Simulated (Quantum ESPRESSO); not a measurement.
# The valence band of WC as photoemission sees it, part 12 of 15

Wanted: projected DOS of WC, weighted into photoemission and X-ray emission spectra, at several levels of theory.

Quantum ESPRESSO 7.5; DFT, PBE, plane waves, ultrasoft GBRV pseudopotentials, scalar-relativistic (the session's first sound run).

So far. Step 9 (With spin–orbit coupling: bands): Of the bands kept, 4 cross the Fermi level on this path (spinor bands, one electron each). Step 10 (With PBEsol: self-consistent run): The run ends at a pressure of -5.47 GPa.

## (13) With PBEsol: bands

Level of this step: DFT, PBEsol, plane waves, ultrasoft GBRV pseudopotentials, scalar-relativistic (Quantum ESPRESSO).

The bands are solved at chosen points on the fixed potential.

bands.in reads:

```
&control
  calculation = 'bands'
  prefix = 'pes'
  outdir = './tmp'
  pseudo_dir = './pp'
  verbosity = 'high'
/
&system
  ibrav = 0
  nat = 2
  ntyp = 2
  ecutwfc = 40.0
  ecutrho = 200.0
  occupations = 'smearing'
  nbnd = 17
  smearing = 'fd'
  degauss = 0.00367
/
&electrons
  conv_thr = 1.2e-08
  mixing_beta = 0.5
  electron_maxstep = 120
  diago_full_acc = .true.
/
ATOMIC_SPECIES
W 183.8400 w_pbesol_v1.2.uspp.F.UPF
C 12.0110 c_pbesol_v1.2.uspp.F.UPF
CELL_PARAMETERS angstrom
 2.906500000 0.000000000 0.000000000
 -1.453250000 2.517102836 0.000000000
 0.000000000 0.000000000 2.836600000
ATOMIC_POSITIONS crystal
W 0.000000000 0.000000000 0.000000000
C 0.666666667 0.333333333 0.500000000
K_POINTS crystal
93
 0.00000000 0.00000000 0.00000000 1
 0.05000000 0.00000000 0.00000000 1
 0.10000000 0.00000000 0.00000000 1
 0.15000000 0.00000000 0.00000000 1
 0.20000000 0.00000000 0.00000000 1
 0.25000000 0.00000000 0.00000000 1
 ! [... 85 more points ...]
 0.33333300 0.33333300 0.05000000 1
 0.33333300 0.33333300 0.00000000 1
```

Command:

```console
$ OMP_NUM_THREADS=1 mpirun -n 4 pw.x -nk 4 -in bands.in > bands.out
```

Log:

```text
[banner, memory and clock lines left out]
Program PWSCF v.7.5 starts

          URL

     Atomic positions and unit cell read from directory:
     ./tmp/pes.save/

     Message from routine setup:
     using ibrav=0 with symmetry is DISCOURAGED, use correct ibrav instead

     G-vector sticks info

     bravais-lattice index     =            0
     lattice parameter (alat)  =       5.4925  a.u.
     unit-cell volume          =     140.0445 (a.u.)^3
     number of atoms/cell      =            2
     number of atomic types    =            2
     number of electrons       =        18.00
     number of Kohn-Sham states=           17
     kinetic-energy cutoff     =      40.0000  Ry
     charge density cutoff     =     200.0000  Ry
     Exchange-correlation= SLA  PW   PSX  PSC
                           (   1   4  10   8   0   0   0)

     celldm(1)=   5.492489  celldm(2)=   0.000000  celldm(3)=   0.000000
     celldm(4)=   0.000000  celldm(5)=   0.000000  celldm(6)=   0.000000

     crystal axes: (cart. coord. in units of alat)
               a(1) = (   1.000000   0.000000   0.000000 )
               a(2) = (  -0.500000   0.866025   0.000000 )
               a(3) = (   0.000000   0.000000   0.975950 )

     reciprocal axes: (cart. coord. in units 2 pi/alat)
               b(1) = (  1.000000  0.577350 -0.000000 )
               b(2) = (  0.000000  1.154701  0.000000 )
               b(3) = (  0.000000 -0.000000  1.024642 )

     PseudoPot. # 1 for W  read from file:
     ./pp/w_pbesol_v1.2.uspp.F.UPF
     Pseudo is Ultrasoft + core correction, Zval = 14.0
     Generated by new atomic code, or converted to UPF format
     Using radial grid of  923 points,  8 beta functions with:
                l(1) =   0
                l(2) =   0
                l(3) =   0
                l(4) =   1
                l(5) =   1
                l(6) =   2
                l(7) =   2
                l(8) =   3
     Q(r) pseudized with  6 coefficients,  rinner =    1.350   1.350   1.350
                                                       1.350   1.350   1.350
                                                       1.350

     PseudoPot. # 2 for C  read from file:
     ./pp/c_pbesol_v1.2.uspp.F.UPF
     Pseudo is Ultrasoft + core correction, Zval =  4.0
     Generated by new atomic code, or converted to UPF format
     Using radial grid of  721 points,  4 beta functions with:
                l(1) =   0
                l(2) =   0
                l(3) =   1
                l(4) =   1
     Q(r) pseudized with  8 coefficients,  rinner =    1.100   1.100   1.100

     atomic species   valence    mass     pseudopotential
     W                14.00   183.84000     W ( 1.00)
     C                 4.00    12.01100     C ( 1.00)

     12 Sym. Ops. (no inversion) found

                                    s                        frac. trans.

      isym =  1     identity

 cryst.   s( 1) = (     1          0          0      )
                  (     0          1          0      )
                  (     0          0          1      )

 cart.    s( 1) = (  1.0000000 -0.0000000  0.0000000 )
                  (  0.0000000  1.0000000  0.0000000 )
                  (  0.0000000  0.0000000  1.0000000 )

      isym =  2     180 deg rotation - cart. axis [0,1,0]

 cryst.   s( 2) = (    -1          0          0      )
                  (     1          1          0      )
                  (     0          0         -1      )

 cart.    s( 2) = ( -1.0000000  0.0000000  0.0000000 )
                  (  0.0000000  1.0000000  0.0000000 )
                  (  0.0000000  0.0000000 -1.0000000 )

      isym =  3     120 deg rotation - cryst. axis [0,0,1]

 cryst.   s( 3) = (     0          1          0      )
                  (    -1         -1          0      )
                  (     0          0          1      )

 cart.    s( 3) = ( -0.5000000 -0.8660254  0.0000000 )
                  (  0.8660254 -0.5000000  0.0000000 )
                  (  0.0000000  0.0000000  1.0000000 )

      isym =  4     120 deg rotation - cryst. axis [0,0,-1]

 cryst.   s( 4) = (    -1         -1          0      )
                  (     1          0          0      )
                  (     0          0          1      )

 cart.    s( 4) = ( -0.5000000  0.8660254  0.0000000 )
                  ( -0.8660254 -0.5000000  0.0000000 )
                  (  0.0000000  0.0000000  1.0000000 )

      isym =  5     180 deg rotation - cryst. axis [1,-1,0]

 cryst.   s( 5) = (     0         -1          0      )
[...]
cart.    s( 5) = (  0.5000000 -0.8660254  0.0000000 )
[...]
isym =  6     180 deg rotation - cryst. axis [2,1,0]

 cryst.   s( 6) = (     1          1          0      )
[...]
cart.    s( 6) = (  0.5000000  0.8660254  0.0000000 )
[...]
isym =  7     inv. 180 deg rotation - cart. axis [0,0,1]

 cryst.   s( 7) = (     1          0          0      )
[...]
cart.    s( 7) = (  1.0000000 -0.0000000  0.0000000 )
[...]
isym =  8     inv. 180 deg rotation - cart. axis [1,0,0]

 cryst.   s( 8) = (    -1          0          0      )
[...]
cart.    s( 8) = ( -1.0000000  0.0000000  0.0000000 )
[...]
isym =  9     inv.  60 deg rotation - cryst. axis [0,0,1]

 cryst.   s( 9) = (    -1         -1          0      )
[...]
cart.    s( 9) = ( -0.5000000  0.8660254  0.0000000 )
[...]
isym = 10     inv.  60 deg rotation - cryst. axis [0,0,-1]

 cryst.   s(10) = (     0          1          0      )
[...]
cart.    s(10) = ( -0.5000000 -0.8660254  0.0000000 )
[...]
isym = 11     inv. 180 deg rotation - cryst. axis [0,1,0]

 cryst.   s(11) = (     1          1          0      )
                  (     0         -1          0      )
                  (     0          0          1      )

 cart.    s(11) = (  0.5000000  0.8660254  0.0000000 )
                  (  0.8660254 -0.5000000  0.0000000 )
                  (  0.0000000  0.0000000  1.0000000 )

      isym = 12     inv. 180 deg rotation - cryst. axis [1,1,0]

 cryst.   s(12) = (     0         -1          0      )
                  (    -1          0          0      )
                  (     0          0          1      )

 cart.    s(12) = (  0.5000000 -0.8660254  0.0000000 )
                  ( -0.8660254 -0.5000000  0.0000000 )
                  (  0.0000000  0.0000000  1.0000000 )

   Cartesian axes

     site n.     atom                  positions (alat units)
         1        W      tau(   1) = (   0.0000000   0.0000000   0.0000000  )
[...]
k(    6) = (   0.2500000   0.1443376   0.0000000), wk =   0.0215054
        k(    7) = (   0.3000000   0.1732051   0.0000000), wk =   0.0215054
        k(    8) = (   0.3500000   0.2020726   0.0000000), wk =   0.0215054
        k(    9) = (   0.4000000   0.2309401   0.0000000), wk =   0.0215054
        k(   10) = (   0.4500000   0.2598076   0.0000000), wk =   0.0215054
        k(   11) = (   0.5000000   0.2886751   0.0000000), wk =   0.0215054
        k(   12) = (   0.4833333   0.3175426   0.0000000), wk =   0.0215054
        k(   13) = (   0.4666666   0.3464100   0.0000000), wk =   0.0215054
        k(   14) = (   0.4499999   0.3752775   0.0000000), wk =   0.0215054
        k(   15) = (   0.4333332   0.4041450   0.0000000), wk =   0.0215054
        k(   16) = (   0.4166665   0.4330124   0.0000000), wk =   0.0215054
[...]
cryst. coord.
[...]
k(   86) = (   0.3333330   0.3333330   0.3500000), wk =   0.0215054
        k(   87) = (   0.3333330   0.3333330   0.3000000), wk =   0.0215054
        k(   88) = (   0.3333330   0.3333330   0.2500000), wk =   0.0215054
        k(   89) = (   0.3333330   0.3333330   0.2000000), wk =   0.0215054
        k(   90) = (   0.3333330   0.3333330   0.1500000), wk =   0.0215054
        k(   91) = (   0.3333330   0.3333330   0.1000000), wk =   0.0215054
        k(   92) = (   0.3333330   0.3333330   0.0500000), wk =   0.0215054
        k(   93) = (   0.3333330   0.3333330   0.0000000), wk =   0.0215054

     Dense  grid:     6721 G-vectors     FFT dimensions: (  25,  25,  25)

     Smooth grid:     4761 G-vectors     FFT dimensions: (  24,  24,  24)

     Dynamical RAM for                 wfc:       0.16 MB

     Dynamical RAM for     wfc (w. buffer):       0.16 MB

     Dynamical RAM for           str. fact:       0.21 MB

     Dynamical RAM for           local pot:       0.00 MB

     Dynamical RAM for          nlocal pot:       0.31 MB

     Dynamical RAM for                qrad:       5.45 MB

     Dynamical RAM for          rho,v,vnew:       0.67 MB

     Dynamical RAM for           G-vectors:       0.42 MB

     Dynamical RAM for          h,s,v(r/c):       0.05 MB

     Dynamical RAM for          <psi|beta>:       0.01 MB

     Dynamical RAM for                 psi:       0.31 MB

     Dynamical RAM for                hpsi:       0.31 MB

     Dynamical RAM for                spsi:       0.31 MB

     Dynamical RAM for      wfcinit/wfcrot:       0.32 MB

     Dynamical RAM for           addusdens:       9.79 MB

     The potential is recalculated from file :
     ./tmp/pes.save/charge-density

     negative rho (up, down):  6.711E-02 0.000E+00
     Starting wfcs are   17 randomized atomic wfcs

     Band Structure Calculation
     Davidson diagonalization with overlap

     Computing kpt #:     1  of    24 on this pool

     Computing kpt #:     2  of    24 on this pool

     Computing kpt #:     3  of    24 on this pool

     Computing kpt #:     4  of    24 on this pool

     Computing kpt #:     5  of    24 on this pool

     Computing kpt #:     6  of    24 on this pool

     Computing kpt #:     7  of    24 on this pool

     Computing kpt #:     8  of    24 on this pool

     Computing kpt #:     9  of    24 on this pool

     Computing kpt #:    10  of    24 on this pool

     Computing kpt #:    11  of    24 on this pool

     Computing kpt #:    12  of    24 on this pool

     Computing kpt #:    13  of    24 on this pool

     Computing kpt #:    14  of    24 on this pool

     Computing kpt #:    15  of    24 on this pool

     Computing kpt #:    16  of    24 on this pool

     Computing kpt #:    17  of    24 on this pool

     Computing kpt #:    18  of    24 on this pool

     Computing kpt #:    19  of    24 on this pool

     Computing kpt #:    20  of    24 on this pool

     Computing kpt #:    21  of    24 on this pool

     Computing kpt #:    22  of    24 on this pool

     Computing kpt #:    23  of    24 on this pool

     Computing kpt #:    24  of    24 on this pool

     ethr =  6.67E-11,  avg # of iterations = 26.4

     End of band structure calculation

          k = 0.0000 0.0000 0.0000 (   611 PWs)   bands (ev):

   -53.4579 -17.4431 -17.3402 -17.3402   6.0658  16.1652  17.1607  17.1607
    20.6117  23.7212  23.7212  26.1418  26.1418  26.9064  34.7594  37.1479
    37.1479

          k = 0.0500 0.0289 0.0000 (   617 PWs)   bands (ev):

   -53.4565 -17.4407 -17.3618 -17.3454   6.1323  16.1913  17.0618  17.2230
    20.3969  23.6964  23.9574  25.9992  26.0935  27.1108  34.6026  37.2872
    37.4505

          k = 0.1000 0.0577 0.0000 (   609 PWs)   bands (ev):

   -53.4523 -17.4320 -17.4221 -17.3591   6.3279  16.1981  16.8658  17.4063
    19.8972  23.6271  24.5173  25.6221  25.9613  27.6625  34.3172  37.6920
    38.1314

          k = 0.1500 0.0866 0.0000 (   605 PWs)   bands (ev):

   -53.4458 -17.5157 -17.4197 -17.3803   6.6402  15.9474  16.8660  17.6990
    19.3055  23.5212  25.1097  25.1858  25.7723  28.4314  34.1208  38.3255
    38.8374

          k = 0.2000 0.1155 0.0000 (   601 PWs)   bands (ev):

   -53.4377 -17.6322 -17.4067 -17.4041   7.0494  15.4818  17.0548  18.0803
    18.7206  23.3912  24.5890  25.5622  25.8354  29.2467  34.1370  38.8366
    39.1314

          k = 0.2500 0.1443 0.0000 (   604 PWs)   bands (ev):

   -53.4286 -17.7595 -17.4369 -17.3870   7.5293  14.9751  17.2486  18.1873
    18.5195  23.2511  24.2003  25.3632  26.3915  29.9140  34.4631  38.6800
    38.7727

          k = 0.3000 0.1732 0.0000 (   610 PWs)   bands (ev):

   -53.4196 -17.8852 -17.4664 -17.3702   8.0463  14.4969  17.3390  17.7295
    18.9774  23.1153  24.0709  25.2032  26.8131  30.3038  35.0651  37.7321
    38.8302

          k = 0.3500 0.2021 0.0000 (   604 PWs)   bands (ev):

   -53.4114 -17.9958 -17.4919 -17.3544   8.5579  14.0814  17.2834  17.3623
    19.4064  22.9966  24.2592  25.0984  27.0956  30.4351  35.2933  37.0463
    39.2364

          k = 0.4000 0.2309 0.0000 (   592 PWs)   bands (ev):

[...]
39.7817

          k = 0.4500 0.2598 0.0000 (   594 PWs)   bands (ev):

[...]
40.1036

          k = 0.5000 0.2887 0.0000 (   600 PWs)   bands (ev):

[...]
39.9027

          k = 0.4833 0.3175 0.0000 (   594 PWs)   bands (ev):

[...]
39.9325

          k = 0.4667 0.3464 0.0000 (   592 PWs)   bands (ev):

[...]
40.0067

          k = 0.4500 0.3753 0.0000 (   600 PWs)   bands (ev):

[...]
40.0940

          k = 0.4333 0.4041 0.0000 (   602 PWs)   bands (ev):

[...]
40.1660

          k = 0.4167 0.4330 0.0000 (   604 PWs)   bands (ev):

[...]
k = 0.3333 0.5773 0.3586 (   606 PWs)   bands (ev):

[...]
37.9690

          k = 0.3333 0.5773 0.3074 (   603 PWs)   bands (ev):

[...]
38.4732

          k = 0.3333 0.5773 0.2562 (   600 PWs)   bands (ev):

[...]
37.7071

          k = 0.3333 0.5773 0.2049 (   603 PWs)   bands (ev):

[...]
37.1227

          k = 0.3333 0.5773 0.1537 (   603 PWs)   bands (ev):

   -53.3838 -17.9194 -17.8654 -17.4622  10.1148  14.7517  15.2652  16.4157
    19.8979  22.9028  23.9623  24.7376  29.1751  34.2228  35.4228  36.4572
    38.0964

          k = 0.3333 0.5773 0.1025 (   588 PWs)   bands (ev):

   -53.3881 -17.9293 -17.8750 -17.3842  10.1714  14.2921  15.6108  16.7295
    20.1850  22.7112  22.9907  24.2227  29.4511  35.0355  35.5967  36.0290
    39.0807

          k = 0.3333 0.5773 0.0512 (   588 PWs)   bands (ev):

   -53.3909 -17.9365 -17.8821 -17.3339  10.2054  14.0064  15.8396  16.9621
    20.6316  22.1068  22.5944  23.8581  29.6416  35.6220  35.6941  35.7589
    39.9403

          k = 0.3333 0.5773 0.0000 (   582 PWs)   bands (ev):

   -53.3919 -17.9387 -17.8842 -17.3158  10.2168  13.9095  15.9196  17.0498
    21.0905  21.4985  22.5553  23.7251  29.7106  35.6664  35.7256  35.8410
    40.3362

     XML data file, pseudopotentials, collected wavefunctions

                                        0.00s GPU  (     773 calls)
```

Wall time 3.4 s (4 MPI ranks of Intel Xeon at 2.60GHz (Ice Lake), shared host).

The electronic bands at the labelled points (eV, zero at the Fermi level; # counts the bands kept):

```
    point     #2     #3     #4     #5     #6    #7    #8    #9
        Γ  -4.33  -3.33  -3.33   0.12   3.23  3.23  5.65  5.65
  halfway  -5.52  -3.24  -2.31  -1.97   2.76  3.71  4.87  5.90
        M  -7.04  -3.62  -3.59  -0.43   2.33  4.54  4.90  6.87
  halfway  -6.86  -3.91  -3.52  -0.15   1.32  3.22  4.32  8.21
        K  -6.58  -4.57  -3.44   0.60   1.01  2.06  3.23  9.22
  halfway  -5.80  -3.08  -2.60  -1.85   2.26  3.27  4.92  6.71
        Γ  -4.33  -3.33  -3.33   0.12   3.23  3.23  5.65  5.65
  halfway  -5.62  -2.70  -2.70   0.63   0.63  0.97  5.97  5.97
        A  -8.67  -2.00  -2.00  -0.60  -0.60  3.69  4.54  4.54
  halfway  -7.07  -3.38  -3.11  -1.78   1.37  4.86  5.06  7.03
        L  -6.46  -4.32  -4.17   0.30   4.45  5.33  6.67  9.22
  halfway  -6.32  -5.92  -2.29  -0.41   4.92  5.98  6.43  9.63
        H  -7.24  -5.40  -1.59  -0.65   4.41  6.43  7.62  9.07
  halfway  -6.62  -4.58  -2.37  -2.04   2.25  5.01  5.11  7.74
        A  -8.67  -2.00  -2.00  -0.60  -0.60  3.69  4.54  4.54
jump to L  -6.46  -4.32  -4.17   0.30   4.45  5.33  6.67  9.22
  halfway  -7.22  -4.08  -2.96  -0.94   3.77  4.03  6.50  6.58
        M  -7.04  -3.62  -3.59  -0.43   2.33  4.54  4.90  6.87
jump to H  -7.24  -5.40  -1.59  -0.65   4.41  6.43  7.62  9.07
  halfway  -6.06  -4.71  -4.42  -0.80   2.99  5.38  5.54  8.06
        K  -6.58  -4.57  -3.44   0.60   1.01  2.06  3.23  9.22
```

The electronic bands as a text plot (rows in eV, shown from -8.0 to 4.5 only):

```
    4.3 | **  * *    *   **       **    *   *     ******   *  *
    3.8 |   **   ** *   *        ***   *            * ***   *  *
    3.2 |**        *   *  ***   *                        *   *  *
    2.7 |  ***    *   * **            *                   *   **
    2.2 |     ***  *** *                        *              **
    1.7 |        *           * *                                *
    1.1 |          * **       *      *           *
    0.6 |         ***         *     *             *
    0.1 |*        *  *     *** *        **         * **         *
   -0.4 | *    ***              ****   *  ***       *  *  **   *
   -0.9 |    **       *   *       **  *      **    *     *  ***
   -1.5 |                *          *       ** *  *     *
   -2.0 |  **          **       **** *     *  **** **      *
   -2.5 |  **          ***     *   **     *     ****    **
   -3.0 |** **        *** *  **     **            *       * *
   -3.6 |***  *********  ****        **  *       *    **     * **
   -4.1 |**       *  *    **          ***            ******
   -4.6 |          **    *  **                  *             * *
   -5.1 |  *            *     *          *                 *****
   -5.6 |   *          *                   *****              *
   -6.2 |    *                 *         **    *               *
   -6.7 |     *  ******               ***  *  * *    **     **  *
   -7.2 |      **                    *      **   *     *****
   -7.7 |                       *   *             *
         Γ     M   K       Γ     A      L   H      A|L   M|H    K
```

Of the bands kept, 2 cross the Fermi level on this path.

(Part 12 of 15 ends here.)

[Logs are printed without paths, hosts, clocks, repeated set-up lines and the standing remarks that a program may print on its own settings, such as how far it seeks lower states.]

[Hosts, paths, dates, database ids (printed as entryN), source tags and the programs' standing remarks are cut or masked in the printed files.]

[Maps of the electrostatic potential energy from Ansatz leave out the sawtooth potential of an applied field or a dipole correction, so their vacuum need not be flat; work functions include it.]

[Peak lists hold at most the 14 tallest peaks of each spectrum; further lines can be left out.]
